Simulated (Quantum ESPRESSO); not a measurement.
# Magnetic state of CuF2 from several starts, part 2 of 2

A self-consistent run ends on one state, which hangs on the start. Several orders of CuF2 are started in Quantum ESPRESSO and their energies compared.

Quantum ESPRESSO 7.5; PBEsol; plane waves with GBRV 1.5 PBEsol potentials, no spin-orbit coupling.

So far, absolute magnetization (μB): step 2 (start 1: ferro ++) 1.91.

### 3. Start 2: antiferro +−

File pw.in:

```
&CONTROL
  calculation = 'scf'
  prefix = 'pwscf'
  outdir = './tmp'
  pseudo_dir = './pseudo'
  disk_io = 'nowf'
/
&SYSTEM
  ibrav = 0
  nat = 6
  ntyp = 3
  ecutwfc = 40
  ecutrho = 280
  nbnd = 44
  occupations = 'smearing'
  smearing = 'fd'
  degauss = 0.00367493
  nspin = 2
  starting_magnetization(1) = 0.0526
  starting_magnetization(2) = -0.0526
  starting_magnetization(3) = 0
/
&ELECTRONS
  conv_thr = 1.2d-08
  electron_maxstep = 150
  mixing_beta = 0.3
/
ATOMIC_SPECIES
Cu1    63.5460 cu_pbesol_v1.2.uspp.F.UPF
Cu2    63.5460 cu_pbesol_v1.2.uspp.F.UPF
F      18.9984 f_pbesol_v1.4.uspp.F.UPF
CELL_PARAMETERS angstrom
   3.3200000000    0.0000000000    0.0000000000
   0.0000000000    4.5400000000    0.0000000000
  -2.7868682953    0.0000000000    4.5589330534
ATOMIC_POSITIONS crystal
Cu1     0.0000000000    0.0000000000    0.0000000000
Cu2     0.0000000000    0.5000000000    0.5000000000
F       0.2560000000    0.3000000000    0.3000000000
F       0.7440000000    0.8000000000    0.2000000000
F       0.7440000000    0.7000000000    0.7000000000
F       0.2560000000    0.2000000000    0.8000000000
K_POINTS automatic
8 4 4 0 0 0
```

Run with:

```console
$ OMP_NUM_THREADS=1 mpirun -n 4 pw.x -nk 4 -in pw.in > pw.out
```

Output:

```text
[banner, memory and clock lines left out]
Program PWSCF v.7.5 starts

     Message from routine setup:
     using ibrav=0 with symmetry is DISCOURAGED, use correct ibrav instead

     bravais-lattice index     =            0
     lattice parameter (alat)  =       6.2739  a.u.
     unit-cell volume          =     463.7178 (a.u.)^3
     number of atoms/cell      =            6
     number of atomic types    =            3
     number of electrons       =        66.00
     number of Kohn-Sham states=           44
     kinetic-energy cutoff     =      40.0000  Ry
     charge density cutoff     =     280.0000  Ry
     scf convergence threshold =      1.2E-08
     mixing beta               =       0.3000
     number of iterations used =            8  plain     mixing
     Exchange-correlation= SLA  PW   PSX  PSC
                           (   1   4  10   8   0   0   0)

     celldm(1)=   6.273891  celldm(2)=   0.000000  celldm(3)=   0.000000
     celldm(4)=   0.000000  celldm(5)=   0.000000  celldm(6)=   0.000000

     crystal axes: (cart. coord. in units of alat)
               a(1) = (   1.000000   0.000000   0.000000 )
               a(2) = (   0.000000   1.367470   0.000000 )
               a(3) = (  -0.839418   0.000000   1.373173 )

     reciprocal axes: (cart. coord. in units 2 pi/alat)
               b(1) = (  1.000000 -0.000000  0.611298 )
               b(2) = (  0.000000  0.731278 -0.000000 )
               b(3) = (  0.000000  0.000000  0.728241 )

     PseudoPot. # 1 for Cu read from file:
     cu_pbesol_v1.2.uspp.F.UPF
     Pseudo is Ultrasoft + core correction, Zval = 19.0

     PseudoPot. # 2 for Cu read from file:
     cu_pbesol_v1.2.uspp.F.UPF
     Pseudo is Ultrasoft + core correction, Zval = 19.0

     PseudoPot. # 3 for F  read from file:
     f_pbesol_v1.4.uspp.F.UPF
     Pseudo is Ultrasoft, Zval =  7.0

     atomic species   valence    mass     pseudopotential
     Cu1              19.00    63.54600     Cu( 1.00)
     Cu2              19.00    63.54600     Cu( 1.00)
     F                 7.00    18.99840     F ( 1.00)

     Starting magnetic structure
     atomic species   magnetization
     Cu1             0.053
     Cu2            -0.053
     F               0.000

      2 Sym. Ops., with inversion, found

   Cartesian axes

     site n.     atom                  positions (alat units)
         1        Cu1    tau(   1) = (   0.0000000   0.0000000   0.0000000  )
         2        Cu2    tau(   2) = (  -0.4197091   0.6837349   0.6865863  )
         3        F      tau(   3) = (   0.0041746   0.4102410   0.4119518  )
         4        F      tau(   4) = (   0.5761164   1.0939759   0.2746345  )
         5        F      tau(   5) = (   0.1564073   0.9572289   0.9612208  )
         6        F      tau(   6) = (  -0.4155345   0.2734940   1.0985381  )

     number of k points=    68  Fermi-Dirac smearing, width (Ry)=  0.0037
                       cart. coord. in units 2pi/alat
        k(    1) = (   0.0000000   0.0000000   0.0000000), wk =   0.0078125
        k(    2) = (   0.0000000   0.0000000   0.1820601), wk =   0.0156250
        k(    3) = (   0.0000000   0.0000000  -0.3641203), wk =   0.0078125
        k(    4) = (   0.0000000   0.1828194   0.0000000), wk =   0.0156250
        k(    5) = (   0.0000000   0.1828194   0.1820601), wk =   0.0156250
        [... 63 further k-points ...]

     Dense  grid:    36723 G-vectors     FFT dimensions: (  36,  45,  54)

     Smooth grid:    15901 G-vectors     FFT dimensions: (  25,  36,  45)

     Generating pointlists ...
     new r_m :   0.2369 (alat units)  1.4865 (a.u.) for type    1
     new r_m :   0.2369 (alat units)  1.4865 (a.u.) for type    2
     new r_m :   0.2369 (alat units)  1.4865 (a.u.) for type    3

     Initial potential from superposition of free atoms

     starting charge      64.0000, renormalised to      66.0000
     Starting wfcs are   42 randomized atomic wfcs +    2 random wfcs

     Self-consistent Calculation

     iteration #  1     ecut=    40.00 Ry     beta= 0.30
     Davidson diagonalization with overlap
     ethr =  1.00E-02,  avg # of iterations =  5.4

     total energy              =   -1000.92370363 Ry
     estimated scf accuracy    <       0.79609114 Ry

     total magnetization       =     0.00 Bohr mag/cell
     absolute magnetization    =     1.60 Bohr mag/cell

     iteration #  2     ecut=    40.00 Ry     beta= 0.30
     Davidson diagonalization with overlap
     ethr =  1.21E-03,  avg # of iterations =  2.0

     total energy              =   -1001.07691693 Ry
     estimated scf accuracy    <       0.09701555 Ry

     total magnetization       =     0.00 Bohr mag/cell
     absolute magnetization    =     1.29 Bohr mag/cell

     [... further iterations left out ...]

     iteration # 12     ecut=    40.00 Ry     beta= 0.30
     Davidson diagonalization with overlap
     ethr =  2.13E-10,  avg # of iterations =  2.0

     total energy              =   -1001.08837925 Ry
     estimated scf accuracy    <       0.00000011 Ry

     total magnetization       =    -0.00 Bohr mag/cell
     absolute magnetization    =     1.50 Bohr mag/cell

     iteration # 13     ecut=    40.00 Ry     beta= 0.30
     Davidson diagonalization with overlap
     ethr =  1.72E-10,  avg # of iterations =  2.0

     Magnetic moment per site  (integrated on atomic sphere of radius R)
     atom   1 (R=0.237)  charge= 16.2777  magn=  0.5718
     atom   2 (R=0.237)  charge= 16.2785  magn= -0.5717
     atom   3 (R=0.237)  charge=  6.3004  magn= -0.0004
     atom   4 (R=0.237)  charge=  6.2998  magn=  0.0004
     atom   5 (R=0.237)  charge=  6.3004  magn= -0.0004
     atom   6 (R=0.237)  charge=  6.2998  magn=  0.0004

     End of self-consistent calculation

     Number of k-points >= 100: set verbosity='high' to print the bands.

     the Fermi energy is     5.9993 ev

!    total energy              =   -1001.08837932 Ry
     estimated scf accuracy    <          2.4E-09 Ry
     smearing contrib. (-TS)   =      -0.00053835 Ry
     internal energy E=F+TS    =   -1001.08784097 Ry

     The total energy is F=E-TS. E is the sum of the following terms:
     one-electron contribution =    -791.47547585 Ry
     hartree contribution      =     425.40035308 Ry
     xc contribution           =    -113.40433809 Ry
     ewald contribution        =    -521.60838012 Ry

     total magnetization       =    -0.00 Bohr mag/cell
     absolute magnetization    =     1.50 Bohr mag/cell

     convergence has been achieved in  13 iterations
```

Wall time 40 s (4 MPI ranks of Intel Xeon Platinum 8375C at 2.90GHz (Ice Lake), shared host); peak memory 0.6 GiB.

Spin moment in the atom's sphere by atom:

```
atom  spin moment in the atom's sphere (μB)
 Cu1                                  0.572
 Cu2                                 -0.572
  F3                                  0.000
  F4                                  0.000
  F5                                  0.000
  F6                                  0.000
```

This step gave:

```yaml
smearing_term_ts: 0.007325 eV
magnetization: 0 μB
absolute_magnetization: 1.499 μB
final_state: antiferromagnetic
```

### 4. Start 3: no spin polarisation

pw.in, as its differences from that of step 3:

```diff
@@ -10,3 +10,3 @@
   nat = 6
-  ntyp = 3
+  ntyp = 2
   ecutwfc = 40
@@ -17,6 +17,2 @@
   degauss = 0.00367493
-  nspin = 2
-  starting_magnetization(1) = 0.0526
-  starting_magnetization(2) = -0.0526
-  starting_magnetization(3) = 0
 /
@@ -28,4 +24,3 @@
 ATOMIC_SPECIES
-Cu1    63.5460 cu_pbesol_v1.2.uspp.F.UPF
-Cu2    63.5460 cu_pbesol_v1.2.uspp.F.UPF
+Cu     63.5460 cu_pbesol_v1.2.uspp.F.UPF
 F      18.9984 f_pbesol_v1.4.uspp.F.UPF
@@ -36,4 +31,4 @@
 ATOMIC_POSITIONS crystal
-Cu1     0.0000000000    0.0000000000    0.0000000000
-Cu2     0.0000000000    0.5000000000    0.5000000000
+Cu      0.0000000000    0.0000000000    0.0000000000
+Cu      0.0000000000    0.5000000000    0.5000000000
 F       0.2560000000    0.3000000000    0.3000000000
```

Output:

```text
     [... lines left out ...]
Program PWSCF v.7.5 starts
     [... lines left out ...]
     number of atoms/cell      =            6
     [... lines left out ...]
     number of electrons       =        66.00
     number of Kohn-Sham states=           44
     kinetic-energy cutoff     =      40.0000  Ry
     charge density cutoff     =     280.0000  Ry
     scf convergence threshold =      1.2E-08
     [... lines left out ...]
      4 Sym. Ops., with inversion, found ( 2 have fractional translation)
     [... lines left out ...]
     number of k points=    54  Fermi-Dirac smearing, width (Ry)=  0.0037
     [... lines left out ...]
     iteration # 10     ecut=    40.00 Ry     beta= 0.30
     [... lines left out ...]
     the Fermi energy is     5.9864 ev
!    total energy              =   -1001.08000344 Ry
     estimated scf accuracy    <          5.4E-09 Ry
     smearing contrib. (-TS)   =      -0.00297938 Ry
     [... lines left out ...]
     convergence has been achieved in  10 iterations
```

It took 16 s on 4 MPI ranks; peak memory 0.45 GiB; 64 s of CPU time.

This step gave:

```
smearing term TS : 0.04054 eV
final state      : non-magnetic (no spin polarisation)
```

### 5. Energies of the orders

An order is kept where moments of 0.15 μB or more survive with the typed signs; meshes match where a doubled cell samples the same k points as the first cell.

Orders:

```
               start        final state  typed order kept  energy over the lowest (meV a seeded atom)  largest site moment (μB)  net moment (μB a cell of the first run)  mesh matched  CPU time (s)
            ferro ++      ferromagnetic               yes                                       26.01                    0.6685                                    1.821           yes         158.4
        antiferro +-  antiferromagnetic               yes                                           0                    0.5718                                        0           yes         160.7
no spin polarisation       non-magnetic                 -                                       56.98                         0                                        0           yes         63.51
```

### 6. Outcome

```yaml
lowest_state_found: antiferromagnetic (from antiferro +-)
largest_site_moment: 0.572 μB
next_state_with_moments: ferromagnetic, 26.0 meV a seeded atom higher
state_without_moments: 57.0 meV a seeded atom higher
```

In words: Only these 3 starts were compared; other wavevectors, canted and longer-period orders were not. No Hubbard term acts here. In such compounds local and semilocal functionals without one often delocalise the d electrons, and can shrink or lose moments and miss the size, sign and order of the couplings.

[Logs and program files are shortened in this print: banners, set-up blocks, solver, clock and traceback lines can be left out without a mark of their own.]

[Logs are printed without paths, hosts, clocks, repeated set-up lines and the standing remarks that a program may print on its own settings, such as how far it seeks lower states.]

[Hosts, paths, dates, database ids (printed as entryN), source tags and the programs' standing remarks are cut or masked in the printed files.]

[Where a cell is said to come from a database of computed structures, the database is the Materials Project.]
